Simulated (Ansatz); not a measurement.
# KI (Fm-3m): refractive index against wavelength

The refractive index of KI (Fm-3m) below the direct gap (3.97 eV on the mesh) is read from one computed spectrum, n = √(Re ε).

Symmetry: Fm-3m, No. 225, cubic system. Conventional cell: a = 7.066 Å, b = 7.066 Å, c = 7.066 Å, α = 90.00°, β = 90.00°, γ = 90.00°. I on site b is surrounded by 6 K at 3.53 Å. K on site a is surrounded by 6 I at 3.53 Å.

Method: Ansatz 0.2.0, PBE, independent particles, k-mesh 10×10×10 with interpolation inside its cells, Gaussian parameter 0.1 eV.

Launch of the response step: `ansatz run input.yaml --threads 4 --pin off --max-ram 8192MiB --backend cpu --events-out ev --progress --plain --runs-dir out`. The run took 9 s, on 4 threads of Intel(R) Xeon(R) Platinum 8488C (Sapphire Rapids), with other jobs on the host.

```tsv
wavelength (nm)	photon energy E (eV)	n
1310	0.946	1.8107
1064	1.165	1.8166
850	1.459	1.8266
700	1.771	1.8404
633	1.959	1.8504
532	2.331	1.8746
450	2.755	?
```

In the single-oscillator model n² − 1 = E₀E_d/(E₀² − E²), so 1/(n² − 1) = E₀/E_d − E²/(E₀E_d) is linear in E².

Working, on the rows shown:

| x = E² (eV²) | y = 1/(n² − 1) |
| --- | --- |
| 0.895757 | 0.438859 |
| 1.35784 | 0.434776 |
| 2.12762 | 0.427997 |
| 3.13716 | 0.418923 |
| 3.83641 | 0.412545 |
| 5.43137 | 0.397753 |

Means: x̄ = 2.7977, ȳ = 0.42181. Σ(x − x̄)(y − ȳ) = -0.1292, Σ(x − x̄)² = 14.27. Slope = -0.1292 / 14.27 = -0.009054; intercept = ȳ − slope · x̄ = 0.44714. Turned back into n, the line misses the rows shown by at most 0.00035.

Problem. Fill in the last column of the withheld row.

Solution. At x = 7.5912 the line gives y = 0.37841, that is 1.9086. The run gave 1.9114, so the extrapolation is off by 0.0028, 3 % of the range in the table.

Refitted with all rows, the slope is -0.009241 and the intercept 0.44757. These give E₀ = √(intercept/−slope) = 6.96 eV and E_d = E₀/intercept = 15.5 eV; E₀ is 1.8 times the direct gap. The electronic limit at long wavelengths, without lattice vibrations, is n = √(1 + 1/intercept) = 1.798. Excitons are left out and so are local fields; PBE gaps are as a rule too small. Spin-orbit coupling is left out.

[Logs are printed without paths, hosts, clocks, repeated set-up lines and the standing remarks that a program may print on its own settings, such as how far it seeks lower states.]
